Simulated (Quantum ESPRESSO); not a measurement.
## AlN (F-43m): the LO frequency by hand

How high does the longitudinal optical mode of AlN (F-43m) lie, given the transverse one, the Born charge and ε∞?

Calculated with Quantum ESPRESSO 7.5; DFT LDA, scalar-relativistic, plane waves, PseudoDojo norm-conserving pseudopotentials.

### Step 1. The relaxed structure

The structure is cubic, space group F-43m (No. 216). The conventional cell has a = 4.333 Å, b = 4.333 Å, c = 4.333 Å, α = 90.00°, β = 90.00°, γ = 90.00°. Nearest to Al lie 4 N at 1.88 Å. Nearest to N lie 4 Al at 1.88 Å. Farther neighbours and most contacts between anions are not listed.

Coordinates:

```cif
data_structure
_symmetry_space_group_name_H-M 'F-43m'
_symmetry_Int_Tables_number 216
_cell_length_a 4.3330
_cell_length_b 4.3330
_cell_length_c 4.3330
_cell_angle_alpha 90.000
_cell_angle_beta 90.000
_cell_angle_gamma 90.000
_cell_volume 81.35
loop_
_atom_site_label
_atom_site_type_symbol
_atom_site_symmetry_multiplicity
_atom_site_Wyckoff_symbol
_atom_site_fract_x
_atom_site_fract_y
_atom_site_fract_z
_atom_site_occupancy
Al1 Al 4 a 0.00000 0.00000 0.00000 1
N1 N 4 c 0.75000 0.25000 0.75000 1
```

This is the cell after its relaxation at this level of theory, not the database cell from which that began.

### Step 2. What the response run gave

A linear-response run on the relaxed cell, with the response to an electric field; only its zone-centre results are used. Cutoff 92 Ry, k mesh 8×8×8.

The program printed:

```text
[banners, grids, parts of the stress and lines that vanish by symmetry left out]
Program PHONON v.7.5
     Reading xml data from directory:

[...]
Exchange-correlation= PW
                           (   1   4   0   0   0   0   0)
[...]
kinetic-energy cut-off    =      92.0000  Ry
     charge density cut-off    =     368.0000  Ry
     convergence threshold     =      1.0E-18
[...]
Exchange-correlation= PW
                           (   1   4   0   0   0   0   0)
[...]
q = (   0.0000000   0.0000000   0.0000000 )
     25 Sym.Ops. (with q -> -q+G )
     G cutoff =  624.9746  (  16361 G-vectors)     FFT grid: ( 36, 36, 36)
     number of k points=    29
[...]
Mode symmetry, T_d (-43m)  point group:
[...]
Dielectric constant
[...]
End of electric fields calculation
          Dielectric constant in cartesian axis
          (       4.500016576       0.000000000      -0.000000000 )
          (      -0.000000000       4.500016576      -0.000000000 )
          (      -0.000000000      -0.000000000       4.500016576 )
          Effective charges (d Force / dE) in cartesian axis without acoustic sum rule applied (asr)
           atom    1  Al    Mean Z*:        2.52837
      Ex  (        2.52837        0.00000       -0.00000 )
      Ey  (        0.00000        2.52837       -0.00000 )
      Ez  (       -0.00000       -0.00000        2.52837 )
           atom    2  N     Mean Z*:       -2.53148
      Ex  (       -2.53148       -0.00000       -0.00000 )
      Ey  (        0.00000       -2.53148        0.00000 )
      Ez  (        0.00000        0.00000       -2.53148 )
          Effective charges Sum: Mean:       -0.00311
[...]
Effective charges (d Force / dE) in cartesian axis with asr applied:
           atom    1  Al    Mean Z*:        2.52993
[...]
atom    2  N     Mean Z*:       -2.52993
[...]
Representation #   1 modes #   1   2   3
[...]
End of self-consistent calculation
     Convergence has been achieved
     Representation #   2 modes #   4   5   6
[...]
End of self-consistent calculation
     Convergence has been achieved
[...]
Dielectric constant in cartesian axis
          (       4.500016576       0.000000000      -0.000000000 )
          (      -0.000000000       4.500016576      -0.000000000 )
          (      -0.000000000      -0.000000000       4.500016576 )
          Effective charges (d Force / dE) in cartesian axis without acoustic sum rule applied (asr)
           atom    1  Al    Mean Z*:        2.52837
      Ex  (        2.52837        0.00000       -0.00000 )
      Ey  (        0.00000        2.52837       -0.00000 )
      Ez  (       -0.00000       -0.00000        2.52837 )
           atom    2  N     Mean Z*:       -2.53148
      Ex  (       -2.53148       -0.00000       -0.00000 )
      Ey  (        0.00000       -2.53148        0.00000 )
      Ez  (        0.00000        0.00000       -2.53148 )
          Effective charges Sum: Mean:       -0.00311
[...]
Effective charges (d Force / dE) in cartesian axis with asr applied:
           atom    1  Al    Mean Z*:        2.52993
[...]
atom    2  N     Mean Z*:       -2.52993
[...]
q = (    0.000000000   0.000000000   0.000000000 )
[...]
freq (    1) =       0.028379 [THz] =       0.946628 [cm-1]
     freq (    2) =       0.028379 [THz] =       0.946628 [cm-1]
     freq (    3) =       0.028379 [THz] =       0.946628 [cm-1]
     freq (    4) =      20.070952 [THz] =     669.494906 [cm-1]
     freq (    5) =      20.070952 [THz] =     669.494906 [cm-1]
     freq (    6) =      20.070952 [THz] =     669.494906 [cm-1]
[...]
Mode symmetry, T_d (-43m)  point group:
     freq (   1-   3) =          0.9  [cm-1]   --> T_2  G_15 P_4   I+R
     freq (   4-   6) =        669.5  [cm-1]   --> T_2  G_15 P_4   I+R

   JOB DONE.
```

```
                       quantity   value
             cell volume Ω (Å³)  20.338
                 mass of Al (u)  26.982
                  mass of N (u)  14.007
     Born charge of Al, raw (e)   2.528
      Born charge of N, raw (e)  -2.531
                             ε∞   4.500
ω(TO) after the sum rule (cm⁻¹)   669.5
```

### Step 3. The calculation

The charges must sum to zero over the cell; taking off their mean, -0.002 e, leaves Z* = 2.530 e on Al. In the polar mode Al moves against N, so the reduced mass is μ = 26.98 × 14.01 / 40.99 = 9.220 u.

A longitudinal wave builds up a field that adds to the restoring force: ω(LO)² = ω(TO)² + 4π Z*² / (μ Ω ε∞), in Hartree atomic units. With μ = 16808 electron masses and Ω = 137.25 bohr³ the second term is 7.7484e-06 Ha², or 373232 cm⁻² (1 Ha = 219474.6 cm⁻¹).

So ω(LO) = √(448217 + 373232) = 906.3 cm⁻¹, and by the Lyddane-Sachs-Teller relation ε₀ = ε∞ (ω(LO)/ω(TO))² = 8.25.

### Step 4. Check against the program

The analysis program adds the same non-analytic term to the full matrix, here for q along (1 0 0).

The program printed:

```text
[banner, memory and clock lines left out]
Program DYNMAT v.7.5

     Reading Dynamical Matrix from file g.dyn
     ...Force constants read
     ...epsilon and Z* read

     Polarizability (A^3 units)
     multiply by 0.461537 for Clausius-Mossotti correction
         5.664546   -0.000000   -0.000000
         0.000000    5.664546   -0.000000
        -0.000000   -0.000000    5.664546

     IR activities are in (D/A)^2/amu units

# mode   [cm-1]    [THz]      IR
    1     -0.00   -0.0000    0.0000
    2      0.00    0.0000    0.0000
    3      0.00    0.0000    0.0000
    4    669.49   20.0709   16.0153
    5    669.49   20.0709   16.0153
    6    906.34   27.1713   16.0153
```

ε₀ comes from the program's run without a direction of q.

```
    quantity  by hand  program
ω(LO) (cm⁻¹)    906.3    906.3
          ε₀     8.25     8.25
```

### Step 5. Summary of results

- TO mode: 669.5 cm⁻¹
- LO mode: 906.3 cm⁻¹
- static dielectric constant: 8.247

**Reading.** The LO mode of AlN (F-43m) lies at 906 cm⁻¹, 237 cm⁻¹ above the TO mode; the formula meets the program within 0.1 cm⁻¹, as it must for a cubic crystal with one polar mode. ω(LO)² − ω(TO)² goes with Z*²/ε∞: an error of 5 % in ε∞ would move the LO mode by 9.9 cm⁻¹, and semilocal functionals tend to overestimate ε∞. These are harmonic values at zero temperature, at the volume of this functional, for the structure held cubic; stability elsewhere in the zone is no part of this calculation.

[Host names and launcher messages were left out of these logs when they were recorded.]

[Logs are printed without paths, hosts, clocks, repeated set-up lines and the standing remarks that a program may print on its own settings, such as how far it seeks lower states.]

[Hosts, paths, dates, database ids (printed as entryN), source tags and the programs' standing remarks are cut or masked in the printed files.]
